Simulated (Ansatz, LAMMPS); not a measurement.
**Molecular dynamics of liquid dimethylformamide at 298 K (108 atoms)**

How do the atoms of liquid dimethylformamide at 298 K (108 atoms) move, and what local order do they keep?

Method: Kohn-Sham DFT, PBEsol, PAW (set soft_2), plane waves, in Ansatz 0.2.0.

### 1. The starting structure

The cell holds 108 atoms: 27 C, 9 N, 9 O and 63 H. Its edges and angles: a = 10.496 Å, b = 10.496 Å, c = 10.496 Å, α = 90.0°, β = 90.0°, γ = 90.0°. 9 dimethylformamide placed at random, at 0.945 g/cm³; overlaps pushed apart, then 10 ps at 398 K with MMFF94 bonds, angles, torsions, charges and radii (Halgren, J. Comput. Chem. 17, 490 (1996)) in harmonic and 12-6 forms. Snapshot after 20 ps at 298 K and fixed volume.

Limits known from the start: The network of contacts between molecules at the start is that of the classical potential that made the cell. The functional has no dispersion term, which matters for the binding between molecules or layers. The density was typed from a rule of thumb and may lie off the real one at this temperature. Only the Γ point is sampled, in a cell whose shortest periodic width is 10 Å.

### 2. Single point at the start

The forces at the start show how far the geometry lies from a minimum of this functional.

The input, input.yaml:

```yaml
crystal:
  lattice:
    - [10.49648, 0.0, 0.0]
    - [0.0, 10.49648, 0.0]
    - [0.0, 0.0, 10.49648]
  atoms:
    - { symbol: C, position: [0.35946, 0.25934, 0.84214] }
    - { symbol: "N", position: [0.2707, 0.16166, 0.82033] }
    - { symbol: C, position: [0.17466, 0.13096, 0.91555] }
    - { symbol: C, position: [0.25878, 0.10715, 0.69921] }
    [... 98 atom lines left out ...]
    - { symbol: H, position: [0.00962, 0.9959, 0.40678] }
    - { symbol: H, position: [0.10712, 0.04429, 0.27544] }
    - { symbol: H, position: [0.03865, 0.77915, 0.4168] }
    - { symbol: H, position: [0.02888, 0.67926, 0.27586] }
    - { symbol: H, position: [0.1644, 0.76894, 0.31869] }
    - { symbol: H, position: [0.98222, 0.94584, 0.07576] }
kpoints:
  mp_grid: { grid: [1, 1, 1] }
hamiltonian:
  xc: pbesol
scf:
  occupations: { method: gaussian, width: 0.025 }
output:
  forces: true
```

The run is started by

```sh
> ansatz run input.yaml --threads 4 --pin off --max-ram 8192MiB --backend cpu --events-out ev --progress --plain --runs-dir out
```

Elapsed: 5.4 s, on 4 threads of Arm Neoverse V2, shared host; peak memory 1.1 GiB.

Read from the output:

| Property | Result |
| --- | --- |
| free energy | -16104.1665 eV |
| free energy per atom | -149.1127 eV/atom |
| SCF cycles | 11 |
| r.m.s. force component | 0.9983 eV/Å |
| longest force | 4.438 eV/Å |
| Fermi energy | 1.284 eV |

The r.m.s. force component of 1.00 eV/Å sets the starting point.

Neighbours are counted within 1.34 Å (H-C), 1.79 Å (C-N), 1.68 Å (C-O).

Length of the force by element and coordination:

| element | coordination | atoms | mean length of the force (eV/Å) | spread | least | most |
| --- | --- | --- | --- | --- | --- | --- |
| C | all | 27 | 2.07 | 0.860 | 0.673 | 4.44 |
| C | 3 | 9 | 2.56 | 1.08 | 1.27 | 4.44 |
| C | 4 | 18 | 1.82 | 0.584 | 0.673 | 2.94 |
| H | all | 63 | 1.10 | 0.715 | 0.119 | 3.16 |
| N | all | 9 | 1.89 | 0.790 | 0.560 | 2.87 |
| O | all | 9 | 2.03 | 0.687 | 0.863 | 2.89 |

### 3. Dynamics at 298 K

A Langevin thermostat couples each atom to a heat bath, at the price of damped dynamics. The time step is 0.5 fs, short enough for the stretching of bonds to hydrogen.

Changes to input.yaml since step 2:

```diff
@@ -15 +15,8 @@
   forces: true
+md:
+  timestep: 0.5
+  n_steps: 400
+  ensemble: nvt_langevin
+  temperature: 298
+  initial_velocities: maxwell_boltzmann
+  seed: 7249
```

Run time: 20 min. Hardware: 4 threads; peak memory 1.2 GiB; 78 min of CPU time.

The program notes that it switched symmetry off.

The trajectory, sampled:

| time (fs) | T (K) | potential (meV/atom) |
| --- | --- | --- |
| 0.0 | 295 | 0.0 |
| 13.5 | 358 | -7.7 |
| 26.5 | 317 | -4.7 |
| 40.0 | 304 | -5.0 |
| 53.5 | 295 | -5.6 |
| 66.5 | 305 | -10.5 |
| 80.0 | 312 | -14.3 |
| 93.5 | 303 | -13.4 |
| 106.5 | 304 | -10.3 |
| 120.0 | 281 | -10.4 |
| 133.5 | 301 | -11.9 |
| 146.5 | 321 | -13.2 |
| 160.0 | 312 | -14.0 |
| 173.5 | 323 | -17.6 |
| 186.5 | 298 | -14.5 |
| 200.0 | 263 | -10.9 |

Mean square displacement from the first frame to the last: C 0.24 Å², N 0.12 Å², O 0.39 Å², H 0.82 Å².

Mean square displacement against time lag:

| time lag (fs) | C (Å²) | H (Å²) | N (Å²) | O (Å²) |
| --- | --- | --- | --- | --- |
| 0.5 | 1.7e-5 | 1.9e-4 | 1.5e-5 | 1.2e-5 |
| 4.5 | 0.00124 | 0.0124 | 0.00110 | 9.1e-4 |
| 8.5 | 0.00377 | 0.0298 | 0.00335 | 0.00295 |
| 17.0 | 0.0104 | 0.0649 | 0.00863 | 0.00939 |
| 21.0 | 0.0135 | 0.0748 | 0.0112 | 0.0132 |
| 25.0 | 0.0171 | 0.0921 | 0.0143 | 0.0174 |
| 29.5 | 0.0219 | 0.122 | 0.0189 | 0.0225 |
| 33.5 | 0.0265 | 0.151 | 0.0234 | 0.0272 |
| 41.5 | 0.0373 | 0.213 | 0.0317 | 0.0368 |
| 46.0 | 0.0441 | 0.244 | 0.0359 | 0.0426 |
| 50.0 | 0.0502 | 0.276 | 0.0397 | 0.0480 |
| 54.0 | 0.0564 | 0.307 | 0.0437 | 0.0536 |
| 58.5 | 0.0632 | 0.340 | 0.0482 | 0.0600 |
| 66.5 | 0.0755 | 0.393 | 0.0552 | 0.0719 |
| 70.5 | 0.0816 | 0.421 | 0.0585 | 0.0780 |
| 75.0 | 0.0886 | 0.455 | 0.0621 | 0.0850 |
| 79.0 | 0.0949 | 0.484 | 0.0655 | 0.0914 |
| 83.0 | 0.101 | 0.510 | 0.0688 | 0.0980 |
| 91.5 | 0.113 | 0.549 | 0.0750 | 0.113 |
| 95.5 | 0.118 | 0.568 | 0.0779 | 0.119 |
| 100.0 | 0.124 | 0.590 | 0.0812 | 0.128 |

The drift taken off is the plain mean over atoms, not the centre of mass, so with hydrogen in the cell the heavy atoms' values at short lags are too large.

Over the second half of 200 fs the temperature averages 300 K with swings of 16 K r.m.s. From first frame to last H has the largest mean square displacement, 0.82 Å² at the end; the farthest move is 2.14 Å. The run spans 0.20 ps, too short for its means to be equilibrium values.

### 4. Structure statistics late in the run

The g(r) is a mean over the second half; what follows it is taken at the last frame.

Bonds before and after, by the cutoffs listed below:

| pair | bonds before | bonds after | mean before (Å) | mean after (Å) | spread before (Å) | spread after (Å) |
| --- | --- | --- | --- | --- | --- | --- |
| H-C | 63 | 63 | 1.094 | 1.114 | 0.033 | 0.030 |
| C-N | 27 | 27 | 1.421 | 1.418 | 0.039 | 0.059 |
| C-O | 9 | 9 | 1.225 | 1.240 | 0.027 | 0.021 |

Density 0.945 g/cm³, 10.71 Å³ an atom.

Mean of 14 frames. Pair distribution functions g(r), in bins of 0.2 Å:

| r (Å) | total | H-H | H-C | H-N | H-O | C-C | C-N |
| --- | --- | --- | --- | --- | --- | --- | --- |
| 1.00 | 1.77 | 0.00 | 6.05 | 0.00 | 0.00 | 0.00 | 0.00 |
| 1.20 | 2.76 | 0.00 | 7.85 | 0.00 | 0.00 | 0.00 | 0.25 |
| 1.40 | 1.02 | 0.00 | 0.00 | 0.00 | 0.00 | 0.00 | 24.40 |
| 1.60 | 0.16 | 0.35 | 0.00 | 0.00 | 0.00 | 0.00 | 0.98 |
| 1.80 | 1.17 | 3.44 | 0.00 | 0.02 | 0.00 | 0.00 | 0.00 |
| 2.00 | 0.94 | 0.47 | 0.02 | 6.49 | 1.39 | 0.00 | 0.00 |
| 2.20 | 0.91 | 0.56 | 0.03 | 5.16 | 1.28 | 0.00 | 0.00 |
| 2.40 | 0.82 | 0.59 | 0.55 | 0.05 | 1.08 | 4.81 | 0.00 |
| 2.60 | 0.81 | 0.79 | 1.25 | 0.15 | 0.91 | 0.90 | 0.00 |
| 2.80 | 0.78 | 0.73 | 1.13 | 0.31 | 1.12 | 0.00 | 0.00 |
| 3.00 | 0.75 | 0.87 | 0.98 | 0.27 | 1.06 | 0.04 | 0.00 |
| 3.20 | 0.96 | 1.03 | 1.38 | 0.35 | 1.17 | 0.13 | 0.00 |
| 3.40 | 1.00 | 1.01 | 1.42 | 0.42 | 1.01 | 0.63 | 0.17 |
| 3.60 | 1.00 | 1.19 | 0.83 | 0.53 | 1.27 | 0.88 | 0.58 |
| 3.80 | 1.00 | 1.15 | 0.84 | 0.83 | 1.53 | 0.78 | 0.53 |
| 4.00 | 0.99 | 1.03 | 1.00 | 0.87 | 1.16 | 1.06 | 0.59 |
| 4.20 | 1.04 | 1.03 | 0.93 | 1.00 | 1.47 | 1.18 | 0.51 |
| 4.40 | 0.95 | 0.87 | 0.83 | 1.21 | 1.08 | 1.21 | 0.88 |
| 4.60 | 0.96 | 0.92 | 0.87 | 1.21 | 0.93 | 0.81 | 1.30 |
| 4.80 | 1.02 | 1.05 | 0.93 | 1.16 | 0.95 | 0.89 | 1.51 |
| 5.00 | 1.10 | 1.02 | 1.11 | 1.18 | 0.92 | 1.17 | 1.60 |

Bonds by pair of elements; cutoffs follow the first minimum of g(r), held within bounds set by covalent radii, and pairs that aren't listed don't count as bonded:

| pair A-B | cutoff (Å) | bonds | mean length (Å) | spread (Å) | shortest (Å) | B about A | A about B |
| --- | --- | --- | --- | --- | --- | --- | --- |
| H-C | 1.34 | 63 | 1.11 | 0.03 | 1.05 | 1 | 2.33 |
| C-N | 1.79 | 27 | 1.42 | 0.059 | 1.29 | 1 | 3 |
| C-O | 1.68 | 9 | 1.24 | 0.021 | 1.21 | 0.333 | 1 |

How many atoms have how many bonded neighbours:

| element | mean | 1 | 3 | 4 |
| --- | --- | --- | --- | --- |
| C | 3.67 | 0 | 9 | 18 |
| H | 1 | 63 | 0 | 0 |
| N | 3 | 0 | 9 | 0 |
| O | 1 | 9 | 0 | 0 |

Bond angles, per cent of each kind in bins of 5°:

| angle (°) | H-C-N | H-C-H | C-N-C |
| --- | --- | --- | --- |
| 95–100 | 1.6 | 3.7 | 0.0 |
| 100–105 | 7.9 | 16.7 | 0.0 |
| 105–110 | 41.3 | 31.5 | 0.0 |
| 110–115 | 33.3 | 38.9 | 7.4 |
| 115–120 | 15.9 | 9.3 | 55.6 |
| 120–125 | 0.0 | 0.0 | 37.0 |

Bond angles (no mean is given where the spread exceeds 20°):

| angle | count | mean (°) | spread (°) |
| --- | --- | --- | --- |
| H-C-N | 63 | 110 | 4.4 |
| H-C-H | 54 | 109 | 4.8 |
| C-N-C | 27 | 119 | 2.9 |
| H-C-O | 9 | 122 | 3.6 |
| N-C-O | 9 | 124 | 4.1 |

Bond length by coordination (bonds to H left out):

| element | coordination | atoms | mean bond length (Å) |
| --- | --- | --- | --- |
| C | 3 | 9 | 1.29 |
| C | 4 | 18 | 1.45 |

First main peaks of g(r), for some of the pairs, lie near 1.8 Å (H-H), 1.1 Å (H-C), 2.1 Å (H-N), 2.1 Å (H-O), 2.4 Å (C-C) and 1.4 Å (C-N). By these cutoffs 67 % of C atoms have 4, all H atoms have 1, all N atoms have 3 and all O atoms have 1 bonded neighbour. The H-C-N angle averages 110° with a spread of 4°.

### 5. Single point at the last frame

The last frame is solved again with fuller output, to read the electronic structure of a thermally displaced geometry.

The input, input.yaml:

```yaml
crystal:
  lattice:
    - [10.49648, 0.0, 0.0]
    - [0.0, 10.49648, 0.0]
    - [0.0, 0.0, 10.49648]
  atoms:
    - { symbol: C, position: [0.29734, 0.24963, 0.75304] }
    - { symbol: "N", position: [0.22557, 0.13374, 0.77868] }
    - { symbol: C, position: [0.16374, 0.11451, 0.90928] }
    - { symbol: C, position: [0.20156, 0.05359, 0.67832] }
    [... 98 atom lines left out ...]
    - { symbol: H, position: [0.98121, 0.9103, 0.44814] }
    - { symbol: H, position: [0.08025, 0.02469, 0.38153] }
    - { symbol: H, position: [0.01905, 0.69557, 0.35506] }
    - { symbol: H, position: [0.12449, 0.71296, 0.2137] }
    - { symbol: H, position: [0.17428, 0.77849, 0.36143] }
    - { symbol: H, position: [0.96029, 0.00018, 0.12913] }
kpoints:
  mp_grid: { grid: [1, 1, 1] }
hamiltonian:
  xc: pbesol
scf:
  occupations: { method: gaussian, width: 0.025 }
output:
  forces: true
  stress: true
  populations: true
  dos:
    method: { smearing: { sigma: 0.1 } }
    de: 0.1
    projected: { site_lists: { C: [C], H: [H], "N": ["N"], O: [O] } }
  eigenvalues: true
  write_density: true
  write_potential: true
  volumetric_format: npy
  elf: true
```

The job ended after 11 s (4 threads; peak memory 1.2 GiB).

The program notes that the exchange-correlation potential is rough where the density is thin.

The run gave:

```yaml
free_energy: -16105.3478 eV
free_energy_per_atom: -149.1236 eV/atom
scf_cycles: 11
pressure: -0.7865 GPa
r_m_s_force_component: 0.9111 eV/Å
longest_force: 4.357 eV/Å
fermi_energy: 1.222 eV
spacing_of_highest_filled_and_lowest_empty_level: 3.979 eV
spilling_of_the_projection: 0.01313
```

Neighbours are counted within 1.34 Å (H-C), 1.79 Å (C-N), 1.68 Å (C-O), the cutoffs taken from the dynamics.

Length of the force by element and coordination:

| element | coordination | atoms | mean length of the force (eV/Å) | spread | least | most |
| --- | --- | --- | --- | --- | --- | --- |
| C | all | 27 | 2.05 | 1.03 | 0.364 | 4.36 |
| C | 3 | 9 | 2.49 | 0.886 | 1.42 | 4.36 |
| C | 4 | 18 | 1.84 | 1.03 | 0.364 | 3.83 |
| H | all | 63 | 0.892 | 0.459 | 0.203 | 2.27 |
| N | all | 9 | 2.00 | 0.949 | 0.696 | 3.91 |
| O | all | 9 | 1.27 | 0.683 | 0.275 | 2.34 |

Löwdin charges by element and coordination (they lack the spilled electrons, 0.033 e an atom on average):

| element | coordination | atoms | mean charge (e) | spread | least | most |
| --- | --- | --- | --- | --- | --- | --- |
| C | all | 27 | -0.143 | 0.303 | -0.387 | 0.305 |
| C | 3 | 9 | 0.284 | 0.018 | 0.246 | 0.305 |
| C | 4 | 18 | -0.357 | 0.0143 | -0.387 | -0.331 |
| H | all | 63 | 0.191 | 0.0243 | 0.123 | 0.237 |
| N | all | 9 | -0.0612 | 0.0093 | -0.078 | -0.0502 |
| O | all | 9 | -0.453 | 0.0208 | -0.492 | -0.419 |

Density of states as counts of states in windows of 1 eV (from the Fermi level), total and the larger projections:

| from (eV) | to (eV) | total | C p | H s | O p | N p | C s |
| --- | --- | --- | --- | --- | --- | --- | --- |
| -14 | -13 | 10.9 | 1.3 | 2.1 | 0.1 | 3.0 | 3.7 |
| -13 | -11 | 0.0 | 0.0 | 0.0 | 0.0 | 0.0 | 0.0 |
| -11 | -10 | 17.9 | 5.7 | 5.3 | 0.5 | 1.1 | 3.2 |
| -10 | -9 | 13.9 | 6.7 | 2.9 | 0.9 | 2.4 | 0.7 |
| -9 | -8 | 26.8 | 11.8 | 4.5 | 2.5 | 5.9 | 0.6 |
| -8 | -7 | 14.8 | 5.6 | 2.3 | 2.5 | 2.8 | 0.4 |
| -7 | -6 | 44.9 | 21.3 | 11.5 | 7.6 | 2.6 | 0.2 |
| -6 | -5 | 43.7 | 22.4 | 10.5 | 8.1 | 1.6 | 0.1 |
| -5 | -4 | 0.0 | 0.0 | 0.0 | 0.0 | 0.0 | 0.0 |
| -4 | -3 | 1.7 | 0.1 | 0.2 | 0.8 | 0.5 | 0.0 |
| -3 | -2 | 32.8 | 1.7 | 4.0 | 18.2 | 8.0 | 0.1 |
| -2 | -1 | 1.6 | 0.1 | 0.2 | 0.5 | 0.6 | 0.0 |
| -1 | 1 | 0.0 | 0.0 | 0.0 | 0.0 | 0.0 | 0.0 |
| 1 | 2 | 0.7 | 0.3 | 0.1 | 0.1 | 0.1 | 0.0 |
| 2 | 3 | 19.2 | 8.4 | 2.3 | 3.5 | 2.1 | 0.7 |
| 3 | 4 | 15.1 | 2.6 | 4.7 | 0.3 | 0.5 | 1.7 |
| 4 | 5 | 25.3 | 4.6 | 7.3 | 0.3 | 0.6 | 2.1 |

Between -23 and -14 eV lie 61 more states.

The levels nearest the highest filled one (over half full), pooled over k-points and spins:

| level less the highest filled one (eV) | occupation |
| --- | --- |
| -0.422 | 2 |
| -0.343 | 2 |
| -0.336 | 2 |
| -0.259 | 2 |
| -0.208 | 2 |
| 0 | 2 |
| 3.98 | 0 |
| 4.13 | 0 |
| 4.17 | 0 |
| 4.33 | 0 |
| 4.37 | 0 |
| 4.38 | 0 |

Mean Löwdin charges: C -0.14, H +0.19, N -0.06, O -0.45 e (they miss 1.3 % of the electrons, so they add up to more than the cell's charge). The largest share in the top eV of filled states is O p (55 % of the projected weight), and in the lowest eV of empty states C p (49 % of the projected weight).

1 further run on a deliberately doubtful input is not shown.

### 6. Results

```
mean temperature, second half                    : 300.4 K
temperature swing, second half                   : 16.11 K
free energy per atom                             : -149.1236 eV/atom
pressure                                         : -0.7865 GPa
r.m.s. force component                           : 0.9111 eV/Å
gap (highest filled to lowest empty level) : 3.979 eV
wall time of the 3 DFT runs                      : 21 min
```

Over the second half of 200 fs the temperature averages 300 K with swings of 16 K r.m.s. The run spans 0.20 ps, too short for its means to be equilibrium values. By these cutoffs 67 % of C atoms have 4, all H atoms have 1, all N atoms have 3 and all O atoms have 1 bonded neighbour. Between filled and empty levels lie 3.98 eV (at Γ alone); a semilocal functional tends to put such gaps too low. In a disordered cell it changes from sample to sample and from frame to frame.

What to keep in mind: The network of contacts between molecules at the start is that of the classical potential that made the cell; DFT moved the atoms only locally, and no bond changed. The pressure of a single frame lacks the kinetic term, about 0.39 GPa here.

[Logs are printed without paths, hosts, clocks, repeated set-up lines and the standing remarks that a program may print on its own settings, such as how far it seeks lower states.]

[Hosts, paths, dates, database ids (printed as entryN), source tags and the programs' standing remarks are cut or masked in the printed files.]

[The MMFF94 radii named for the starting cell were scaled by 0.96; in molecules described by MMFF94, hydrogen bound to N, O or S took a small fixed 12-6 site in their place.]
